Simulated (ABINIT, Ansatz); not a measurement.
# InF3 (R-3c): G0W0 on several meshes in ABINIT

Wanted: mesh dependence and cost of G0W0 for InF3 (R-3c).

Calculated with ABINIT 10.8.3; LDA and many-body steps on it, plane waves.

### Step 1. The starting structure

It takes space group R-3c (No. 167, trigonal). The conventional cell has a = 5.204 Å, b = 5.204 Å, c = 14.723 Å, α = 90.00°, β = 90.00°, γ = 120.00°. Nearest to In lie 6 F at 2.08 Å. Nearest to F lie 2 In at 2.08 Å. Farther neighbours and most contacts between anions are not listed.

The cell and positions are those that the Materials Project relaxed with its own functionals (PBE, PBE+U or r2SCAN), kept fixed.

### Step 2. Empty states on the mesh, 4×4×4 mesh, 267 bands

This step: ABINIT 10.8.3; DFT, LDA, plane waves, norm-conserving pseudopotentials.

The sums over transitions need many empty states on a uniform mesh; this step solves for them.

run.abi

```
acell 3*1.0 Angstrom
rprim 
  2.602141182914 1.502346912402 4.907506134507
  -2.602141182914 1.502346912402 4.907506134507
  0.000000000000 -3.004693824873 4.907506134486
ntypat 2
znucl 49 9
natom 8
typat 1 1 2 2 2 2 2 2
xred 
  0.500000000000 0.500000000000 0.500000000000
  -0.000000000000 0.000000000000 0.000000000000
  0.395709220000 0.750000000000 0.104290780000
  0.750000000000 0.104290780000 0.395709220000
  0.895709220000 0.604290780000 0.250000000000
  0.250000000000 0.895709220000 0.604290780000
  0.604290780000 0.250000000000 0.895709220000
  0.104290780000 0.395709220000 0.750000000000
pp_dirpath "pseudos"
pseudos "In.upf, F.upf"
ecut 36
ngkpt 4 4 4
nshiftk 1
shiftk 0 0 0
kptopt 1
chksymbreak 0
iscf -2
irdden 1
istwfk *1
nband 267
nbdbuf 24
tolwfr 1e-09
nstep 60
prtvol 0
indata_prefix "in"
outdata_prefix "out"
tmpdata_prefix "tmp"
```

Started as:

```sh
$ OMP_NUM_THREADS=1 mpirun -n 8 abinit run.abi > log
```

Numbers of over 12 decimals in the logs are rounded to 6 here.

Log:

```text
.Version 10.8.3 of ABINIT. v10.8.2 released Aug 2026.

 Symmetries : space group R-3 c (#167); Bravais hR (rhombohedral)
[... echo of the input left out ...]
== DATASET  1 ==================================================================
-   mpi_nproc: 8, omp_nthreads: 1 (-1 if OMP is not activated)
-    --> not optimal distribution: autoparal keyword recommended in input file <--

--- !DatasetInfo
iteration_state: {dtset: 1, }
dimensions: {natom: 8, nkpt: 13, mband: 267, nsppol: 1, nspinor: 1, nspden: 1, mpw: 8026, }
cutoff_energies: {ecut:  36.0, pawecutdg:  -1.0, }
[...]
3.06793    3.09174    3.12515    3.12515    3.12979    3.13551    3.16029    3.16029
   3.16314    3.16750    3.19665    3.19921    3.19927    3.20207    3.20213    3.21999
   3.22057    3.22628    3.27380
 prteigrs : prtvol=0 or 1, do not print more k-points.

== END DATASET(S) ==============================================================
================================================================================

 -outvars: echo values of variables after computation  --------
            nband         267
             nkpt          13
          spgroup         167
 [... the other variables as echoed above ...]

 Calculation completed.
```

The job ended after 3.6 min (8 MPI ranks of Arm Neoverse V1, shared host; peak memory 1.1 GiB; 29 min of CPU time).

This step gave:

```yaml
gap: 4.010 eV
k_of_the_valence_top: 0.5, 0.5, 0
k_of_the_conduction_bottom: 0, 0, 0
least_direct_gap: 4.042 eV
k_points_computed: 13
lowest_point_of_the_top_converged_band_above_the_valence_top: 82.1049 eV
```

On this mesh the gap is 4.010 eV.

The density comes from a self-consistent run that is not shown.

### Step 3. Screening, 4×4×4 mesh, 124 bands, screening to 114.3 eV

The RPA dielectric matrix is built and inverted for each q.

This step: RPA screening on LDA, plane waves, norm-conserving pseudopotentials.

run.abi, as its differences from that of step 2:

```diff
@@ -26,10 +26,11 @@
 chksymbreak 0
-iscf -2
-irdden 1
 istwfk *1
-nband 267
-nbdbuf 24
-tolwfr 1e-09
-nstep 60
-prtvol 0
+occopt 1
+irdwfk 1
+optdriver 3
+nband 124
+ecuteps 4.2
+inclvkb 2
+awtr 1
+symchi 1
 indata_prefix "in"
```

Log:

```text
.Version 10.8.3 of ABINIT. v10.8.2 released Aug 2026.

 Symmetries : space group R-3 c (#167); Bravais hR (rhombohedral)
[... echo of the input left out ...]
== DATASET  1 ==================================================================
-   mpi_nproc: 8, omp_nthreads: 1 (-1 if OMP is not activated)

--- !DatasetInfo
iteration_state: {dtset: 1, }
dimensions: {natom: 8, nkpt: 13, mband: 124, nsppol: 1, nspinor: 1, nspden: 1, mpw: 8026, }
cutoff_energies: {ecut:  36.0, pawecutdg:  -1.0, }
electrons: {nelect:   8.40000000E+01, charge:   0.00000000E+00, occopt:   1.00000000E+00, tsmear:   1.00000000E-02, }

 SCREENING: Calculation of the susceptibility and dielectric matrices

 Based on a program developped by R.W. Godby, V. Olevano, G. Onida, and L. Reining.
 Incorporated in ABINIT by V. Olevano, G.-M. Rignanese, and M. Torrent.
.Using double precision arithmetic ; gwpc =  8

[... cell and pseudopotentials left out ...]
--------------------------------------------------------------------------------

 ==== K-mesh for the wavefunctions ====
 Number of points in the irreducible wedge :    13
[... list of points left out ...]
 Together with 12 symmetry operations and time-reversal symmetry
 yields    64 points in the full Brillouin Zone.

 ==== Q-mesh for the screening function ====
 Number of points in the irreducible wedge :    13
[... list of points left out ...]
 Together with 12 symmetry operations and time-reversal symmetry
 yields    64 points in the full Brillouin Zone.

 setmesh: FFT mesh size selected  =    40x   40x   40
          total number of points  =        64000

 vcoul_init : cutoff-mode = AUXILIARY_FUNCTION
 q-points for optical limit:   1
     1)      0.000010    0.000020    0.000030

- screening: taking advantage of time-reversal symmetry
- Maximum band index for partially occupied states nbvw = 42
- Remaining bands to be divided among processors   nbcw = 82
- Number of bands treated by each node ~10

 Number of electrons calculated from density =   84.0000; Expected =   84.0000
 average of density, n =  0.108136
 r_s =    1.3021
 omega_plasma =   31.7205 [eV]

 calculating chi0 at frequencies [eV] :
  1    0.000000E+00    0.000000E+00
  2    0.000000E+00    3.172052E+01

--------------------------------------------------------------------------------
  q-point number  1        q = ( 0.000000, 0.000000, 0.000000) [r.l.u.]
--------------------------------------------------------------------------------
[... chi0 elements left out ...]
 For q-point:  0.000010 0.000020 0.000030
  dielectric constant =   2.3880
  dielectric constant without local fields =   2.4898

  Average fulfillment of the sum rule on Im[epsilon] for q-point    1 :     33.10  [%]
[... wings left out ...]
  q-point number  2        q = ( 0.250000, 0.000000, 0.000000) [r.l.u.]
--------------------------------------------------------------------------------
[... chi0 elements left out ...]
  Average fulfillment of the sum rule on Im[epsilon] for q-point    2 :     42.76  [%]

 [... 11 further q-points ...]
```

Run time: 5.2 min. Hardware: 8 MPI ranks; peak memory 7 GiB.

This step gave:

* ε∞ with local fields, on this mesh, along the program's q direction: 2.388
* the same without local fields: 2.490
* plasma frequency: 31.72 eV
* plane waves in the screening matrix: 327

Local fields lower ε∞ by 4 %.

### Step 4. 4×4×4

The self-energy is evaluated for the states that the input lists, and the levels follow from it, in one-shot runs by the linearised quasiparticle equation.

This step: G0W0 on LDA, plane waves, norm-conserving pseudopotentials.

run.abi, as its differences from that of step 3:

```diff
@@ -29,8 +29,17 @@
 irdwfk 1
-optdriver 3
+optdriver 4
 nband 124
+gwcalctyp 0
+ecutsigx 36
+symsigma 1
+nkptgw 2
+kptgw 
+  0.5000000000 0.5000000000 0.0000000000
+  0.0000000000 0.0000000000 0.0000000000
+bdgw 
+  41 44
+  41 44
 ecuteps 4.2
-inclvkb 2
-awtr 1
-symchi 1
+irdscr 1
+ppmodel 1
 indata_prefix "in"
```

Log:

```text
.Version 10.8.3 of ABINIT. v10.8.2 released Aug 2026.

 Symmetries : space group R-3 c (#167); Bravais hR (rhombohedral)
[... echo of the input left out ...]
== DATASET  1 ==================================================================
-   mpi_nproc: 8, omp_nthreads: 1 (-1 if OMP is not activated)

--- !DatasetInfo
iteration_state: {dtset: 1, }
dimensions: {natom: 8, nkpt: 13, mband: 124, nsppol: 1, nspinor: 1, nspden: 1, mpw: 8026, }
cutoff_energies: {ecut:  36.0, pawecutdg:  -1.0, }
electrons: {nelect:   8.40000000E+01, charge:   0.00000000E+00, occopt:   1.00000000E+00, tsmear:   1.00000000E-02, }

 SIGMA: Calculation of the GW corrections

 Based on a program developped by R.W. Godby, V. Olevano, G. Onida, and L. Reining.
 Incorporated in ABINIT by V. Olevano, G.-M. Rignanese, and M. Torrent.
.Using double precision arithmetic ; gwpc =  8

[... cell and pseudopotentials left out ...]
--------------------------------------------------------------------------------

 ==== K-mesh for the wavefunctions ====
 Number of points in the irreducible wedge :    13
[... list of points left out ...]
 Together with 12 symmetry operations and time-reversal symmetry
 yields    64 points in the full Brillouin Zone.

 ==== Q-mesh for screening function ====
 Number of points in the irreducible wedge :    13
[... list of points left out ...]
 Together with 12 symmetry operations and time-reversal symmetry
 yields    64 points in the full Brillouin Zone.

 vcoul_init : cutoff-mode = AUXILIARY_FUNCTION
 q-points for optical limit:   1
     1)      0.000010    0.000020    0.000030
 setmesh: FFT mesh size selected  =    60x   60x   60
          total number of points  =       216000

 Number of electrons calculated from density =   84.0000; Expected =   84.0000
 average of density, n =  0.108136
 r_s =    1.3021
 omega_plasma =   31.7205 [eV]

 === KS Band Gaps ===
  >>>> For spin  1
   Minimum direct gap =   4.0423 [eV], located at k-point      :   0.0000  0.0000  0.0000
   Fundamental gap    =   4.0104 [eV], Top of valence bands at :   0.5000  0.5000  0.0000
                                       Bottom of conduction at :   0.0000  0.0000  0.0000
 SIGMA fundamental parameters:
 PLASMON POLE MODEL  1
 number of plane-waves for SigmaX                 7987
 number of plane-waves for SigmaC and W            327
 number of plane-waves for wavefunctions          7987
 number of bands                                   124
 number of independent spin polarizations            1
 number of spinorial components                      1
 number of k-points in IBZ                          13
 number of q-points in IBZ                          13
 number of symmetry operations                      12
 number of k-points in BZ                           64
 number of q-points in BZ                           64
 number of frequencies for dSigma/dE                 9
 frequency step for dSigma/dE [eV]                0.25
 number of omega for Sigma on real axis              0
 max omega for Sigma on real axis  [eV]           0.00
 zcut for avoiding poles [eV]                     0.10

 EPSILON^-1 parameters (SCR file):
 dimension of the eps^-1 matrix on file            327
 dimension of the eps^-1 matrix used               327
 number of plane-waves for wavefunctions          7987
 number of bands                                   124
 number of q-points in IBZ                          13
 number of frequencies                               2
 number of real frequencies                          1
 number of imag frequencies                          1

 matrix elements of self-energy operator (all in [eV])

 Perturbative Calculation

--- !SelfEnergy_ee
iteration_state: {dtset: 1, }
kpoint     : [   0.500,    0.500,    0.000, ]
spin       : 1
KS_gap     :    6.537
QP_gap     :   10.871
Delta_QP_KS:    4.335
data: !SigmaeeData |
     Band     E0 <VxcDFT>   SigX SigC(E0)      Z dSigC/dE  Sig(E)    E-E0       E
       41  -1.177 -23.605 -30.878   5.283   0.806  -0.241 -25.209  -1.604  -2.781
       42  -1.024 -22.915 -30.810   5.689   0.799  -0.252 -24.677  -1.762  -2.786
       43   5.512 -18.194 -12.844  -2.339   0.854  -0.170 -15.621   2.573   8.085
       44   7.061 -19.119 -13.049  -2.620   0.847  -0.181 -16.197   2.922   9.983

--- !SelfEnergy_ee
iteration_state: {dtset: 1, }
kpoint     : [   0.000,    0.000,    0.000, ]
spin       : 1
KS_gap     :    4.042
QP_gap     :    7.881
Delta_QP_KS:    3.839
data: !SigmaeeData |
     Band     E0 <VxcDFT>   SigX SigC(E0)      Z dSigC/dE  Sig(E)    E-E0       E
       41  -1.056 -22.752 -30.714   5.727   0.798  -0.253 -24.536  -1.784  -2.840
       42  -1.056 -22.752 -30.714   5.727   0.798  -0.253 -24.536  -1.784  -2.840
       43   2.986 -15.001 -10.317  -2.322   0.870  -0.149 -12.945   2.055   5.041
       44   8.395 -19.924 -13.242  -2.862   0.839  -0.192 -16.719   3.205  11.600

== END DATASET(S) ==============================================================
================================================================================

 -outvars: echo values of variables after computation  --------
           etotal      0.0000000000E+00
            nband         124
             nkpt          13
          spgroup         167
 [... the other variables as echoed above ...]

 Calculation completed.
```

It took 20 s on 8 MPI ranks; peak memory 4.2 GiB.

This step gave:

* G0W0 gap on the points computed: 7.822 eV
* starting gap on the mesh: 4.010 eV
* k of the valence top: 0.5, 0.5, 0
* k of the conduction bottom: 0, 0, 0
* Z at the valence top: 0.806
* Z at the conduction bottom: 0.87
* least direct G0W0 gap on the computed points: 7.881 eV

The gap on the mesh goes from 4.01 eV to 7.82 eV, a correction of +3.81 eV.

### Step 5. Empty states on the mesh, 2×2×2 mesh, 136 bands

This step: DFT, LDA, plane waves, norm-conserving pseudopotentials.

run.abi, as its differences from that of step 4:

```diff
@@ -21,3 +21,3 @@
 ecut 36
-ngkpt 4 4 4
+ngkpt 2 2 2
 nshiftk 1
@@ -26,20 +26,10 @@
 chksymbreak 0
+iscf -2
+irdden 1
 istwfk *1
-occopt 1
-irdwfk 1
-optdriver 4
-nband 124
-gwcalctyp 0
-ecutsigx 36
-symsigma 1
-nkptgw 2
-kptgw 
-  0.5000000000 0.5000000000 0.0000000000
-  0.0000000000 0.0000000000 0.0000000000
-bdgw 
-  41 44
-  41 44
-ecuteps 4.2
-irdscr 1
-ppmodel 1
+nband 136
+nbdbuf 12
+tolwfr 1e-09
+nstep 60
+prtvol 0
 indata_prefix "in"
```

Started as:

```sh
$ OMP_NUM_THREADS=2 mpirun -n 4 abinit run.abi > log
```

Log:

```text
.Version 10.8.3 of ABINIT. v10.8.2 released Aug 2026.

 Symmetries : space group R-3 c (#167); Bravais hR (rhombohedral)
[... echo of the input left out ...]
== DATASET  1 ==================================================================
-   mpi_nproc: 4, omp_nthreads: 2 (-1 if OMP is not activated)

--- !DatasetInfo
iteration_state: {dtset: 1, }
dimensions: {natom: 8, nkpt: 4, mband: 136, nsppol: 1, nspinor: 1, nspden: 1, mpw: 8026, }
cutoff_energies: {ecut:  36.0, pawecutdg:  -1.0, }
[...]
1.64382    1.66015    1.66015    1.70056    1.70753    1.71006    1.71668    1.71668
   1.77188    1.77188    1.77730    1.78480    1.78480    1.83381    1.84050    1.84184
 prteigrs : prtvol=0 or 1, do not print more k-points.

== END DATASET(S) ==============================================================
================================================================================

 -outvars: echo values of variables after computation  --------
            nband         136
             nkpt           4
          spgroup         167
 [... the other variables as echoed above ...]

 Calculation completed.
```

Elapsed: 25 s, on 4 MPI ranks; peak memory 0.43 GiB.

Numbers from this step:

- gap: 4.010 eV
- k of the valence top: 0.5, 0.5, 0
- k of the conduction bottom: 0, 0, 0
- least direct gap: 4.042 eV
- k points computed: 4
- lowest point of the top converged band, above the valence top: 46.18 eV

On this mesh the gap is 4.010 eV.

(Continued in part 2 of 2.)

[Paths, hosts, dates, memory and timing lines, banners, echoed tables and standing remarks are left out of the program output.]

[Logs are printed without paths, hosts, clocks, repeated set-up lines and the standing remarks that a program may print on its own settings, such as how far it seeks lower states.]

[Runs of the session that timed out or met a known fault of the program may be left out.]

[Hosts, paths, dates, database ids (printed as entryN), source tags and the programs' standing remarks are cut or masked in the printed files.]

[G0W0 gaps are taken among the corrected bands and points alone; a level outside them can change the order at an edge.]

[Where Ansatz stands beside ABINIT at settings called matched, ABINIT's density can come from a denser mesh and the files from another edition; pairs whose starting gaps differed by over 0.03 eV were left out, so agreement reads better than it is.]
